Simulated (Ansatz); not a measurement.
## TiSi2(101) slab (72 atoms): a reference run and its variants

The cell holds 72 atoms: 24 Ti and 48 Si. Cell: a = 8.236 Å, b = 9.768 Å, c = 24.411 Å, α = 90.0°, β = 90.0°, γ = 90.0°. It derives from TiSi2 (Fddd, COD entry). Fddd (COD entry) TiSi2 (cell 4.773, 8.236, 8.523, 90, 90, 90), (101) slab of 3 repeat layers, 1 x 1 surface cells, 14 Å of vacuum; atoms within 3.5 Å of the bottom held; every coordinate displaced by a Gaussian of 0.03 Å. Vacuum lies along c.

Geometry: as built.

Reference run: Kohn-Sham DFT, PBE, PAW (set soft_2), plane waves (Ansatz 0.2.0), cutoff 420 eV, k-mesh 2×2×1, fermi-dirac smearing of 0.05 eV.

```
r.m.s. force component                           : 0.415 eV/Å
spacing of highest filled and lowest empty level : 0.0113 eV
SCF cycles                                       : 10
time                                             : 2.7 min on 4 threads of Arm Neoverse V2, shared host
```

The database entry behind the starting cell is an old determination (1939), so it need not match the best structure at ambient conditions.

**Question.** The same geometry is run again with each of these changes. How far do the results move, and how long does each run take?
- support functions medium
- support functions low
- support functions high
- support functions medium, spacing 0.343 Å
- support functions medium, spacing 0.297 Å
- support functions medium, spacing 0.263 Å
- support functions medium, spacing 0.206 Å
- support functions medium, spacing 0.183 Å

Differences are against the plane-wave reference (Kohn-Sham DFT, PBE, PAW (set soft_2), plane waves), whose r.m.s. force component is 0.415 eV/Å. Energies are set beside the reference only for runs with its functional, potentials and electron count. Times are for 4 threads of Arm Neoverse V2, shared host. The reference's time includes the DOS and grids, which some other runs skip.

```csv
run,"Δ force, r.m.s. (meV/Å)",share of r.m.s. force (%),Δ energy (meV/atom),cycles,time,host memory (GiB)
reference,-,-,-,10,2.7 min,6.1
support functions medium,0.297,0.0717,-0.703,15,2.5 min,3.9
support functions low,0.344,0.083,-0.703,13,2.2 min,3.8
support functions high,0.203,0.0488,-0.865,19,7.9 min,6.0
"support functions medium, spacing 0.343 Å",83.9,20.2,-0.976,15,1.7 min,2.5
"support functions medium, spacing 0.297 Å",6.47,1.56,-3.42,15,1.9 min,2.8
"support functions medium, spacing 0.263 Å",1.35,0.325,-1.03,15,2.2 min,3.3
"support functions medium, spacing 0.206 Å",0.304,0.0733,-0.816,15,2.6 min,4.1
"support functions medium, spacing 0.183 Å",0.264,0.0635,-0.867,15,3.3 min,4.6
```

Among numerical settings the force difference runs from 0.20 meV/Å (support functions high) to 84 meV/Å (support functions medium, spacing 0.343 Å). Differences between support functions and plane waves include what basis error the plane-wave run still has. As the typed spacing goes from 0.183 to 0.343 Å, the force difference goes from 0.26 to 84 meV/Å, and the time from 3.3 min to 1.7 min. 

[Logs are printed without paths, hosts, clocks, repeated set-up lines and the standing remarks that a program may print on its own settings, such as how far it seeks lower states.]

[Hosts, paths, dates, database ids (printed as entryN), source tags and the programs' standing remarks are cut or masked in the printed files.]
